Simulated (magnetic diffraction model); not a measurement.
# Which magnetic order? Hf2Mn3Cu9Sb7

Space group P-6 (no. 174), a = 10.2900 Å, c = 4.1370 Å.

| site | atom | x | y | z |
| --- | --- | --- | --- | --- |
| 1b | Hf | 0 | 0 | 1/2 |
| 1e | Hf | 2/3 | 1/3 | 0 |
| 1c | Sb | 1/3 | 2/3 | 0 |
| 3k | Sb | 0.9229 | 0.3779 | 1/2 |
| 3j | Sb | 0.0348 | 0.7897 | 0 |
| 3k | Cu | 0.9115 | 0.6267 | 1/2 |
| 3j | Cu | 0.0491 | 0.5447 | 0 |
| 3j | Cu | 0.2799 | 0.0380 | 0 |
| 3k | Mn | 0.2365 | 0.7864 | 1/2 |

This is a made-up structure (elements placed in a structure type, unrelaxed), so the numbers test the method and describe no known phase.

Only Mn is taken to order (form factors of Mn2+); orders and moment sizes are assumed, and not adapted to the symmetry. Radiation: neutrons of λ = 2.52 Å, 3° to 50°; isotropic B of 0.48 Å² (Hf), 0.41 Å² (Sb), 0.53 Å² (Cu) and 0.62 Å² (Mn). Simulated constant-wavelength pattern: nuclear and magnetic terms add, the magnetic one as |2.695 fm × Σ f S⊥ exp(2πi Q·r) exp(−B s²)|², summed over all Q at one angle with the factor 1/(sin²θ cos θ). For collinear order S is the moment m, which repeats by lattice and centring translations R with the sign exp(−2πi k·R). Free-ion form factors, Sears's scattering lengths of 1992, no absorption; a label names one of the reflections at its angle. The strongest nuclear line in the range is 100, and lines under 0.2 are left out.

Above the ordering temperature:

| 2θ (°) | index | I |
| --- | --- | --- |
| 16.26 | (1 0 0) | 100.0 |
| 28.35 | (1 1 0) | 21.1 |
| 32.85 | (2 0 0) | 63.0 |
| 35.46 | (0 0 1) | 47.0 |
| 39.24 | (1 0 1) | 59.2 |
| 43.94 | (2 1 0) | 45.6 |
| 46.01 | (1 1 1) | 11.5 |
| 49.12 | (2 0 1) | 52.7 |

Below it (cell unchanged):

```csv
2θ (°),I
16.26,100.0
23.99,3.4
28.35,21.1
32.85,63.0
33.52,3.3
35.46,47.0
37.47,2.1
39.24,59.2
43.94,45.6
46.01,11.5
47.64,2.4
49.12,52.7
```

**Question.** Find the propagation vector, then choose among these models:
A. collinear moments along [120], 1.04 μB on Mn; signs + at (0.2365, 0.7864, 1/2), + at (0.2136, 0.4501, 1/2), − at (0.5499, 0.7635, 1/2)
B. collinear moments along [001], 1.04 μB on Mn; signs + at (0.2365, 0.7864, 1/2), + at (0.2136, 0.4501, 1/2), − at (0.5499, 0.7635, 1/2)
C. collinear moments along [120], 1.04 μB on Mn; signs + at (0.2365, 0.7864, 1/2), − at (0.2136, 0.4501, 1/2), + at (0.5499, 0.7635, 1/2)
D. collinear moments along [001], 1.04 μB on Mn; signs + at (0.2365, 0.7864, 1/2), − at (0.2136, 0.4501, 1/2), + at (0.5499, 0.7635, 1/2)

The new lines index as (1 0 1/2) at 23.99°, (1 1 1/2) at 33.52°, (2 0 1/2) at 37.47° and (2 1 1/2) at 47.64°, that is as H ± k with k = (0 0 1/2). Half indices mean that the moments reverse under translations with k·R a half-integer, and the magnetic cell has twice the primitive volume.

Magnetic intensity, observed (below minus above) and for each model:

| 2θ (°) | index | observed | A | B | C | D |
| --- | --- | --- | --- | --- | --- | --- |
| 17.52 | (0 0 1/2) | <0.2 | 0.8 | <0.2 | 0.8 | <0.2 |
| 23.99 | (1 0 1/2) | 3.4 | 6.3 | 3.4 | 4.6 | 3.4 |
| 33.52 | (1 1 1/2) | 3.3 | 3.1 | 3.3 | 2.9 | 3.3 |
| 37.47 | (2 0 1/2) | 2.1 | 2.0 | 2.1 | 1.0 | 2.1 |
| 47.64 | (2 1 1/2) | 2.4 | 1.2 | 2.4 | 2.3 | 2.4 |

Models B and D match alike on every line, so these data can't choose among them (such ties are often domains of one structure).

The structure used: k = (0 0 1/2), collinear moments along [001], 1.04 μB on Mn; signs + at (0.2365, 0.7864, 1/2), − at (0.2136, 0.4501, 1/2), + at (0.5499, 0.7635, 1/2).

[Logs are printed without paths, hosts, clocks, repeated set-up lines and the standing remarks that a program may print on its own settings, such as how far it seeks lower states.]
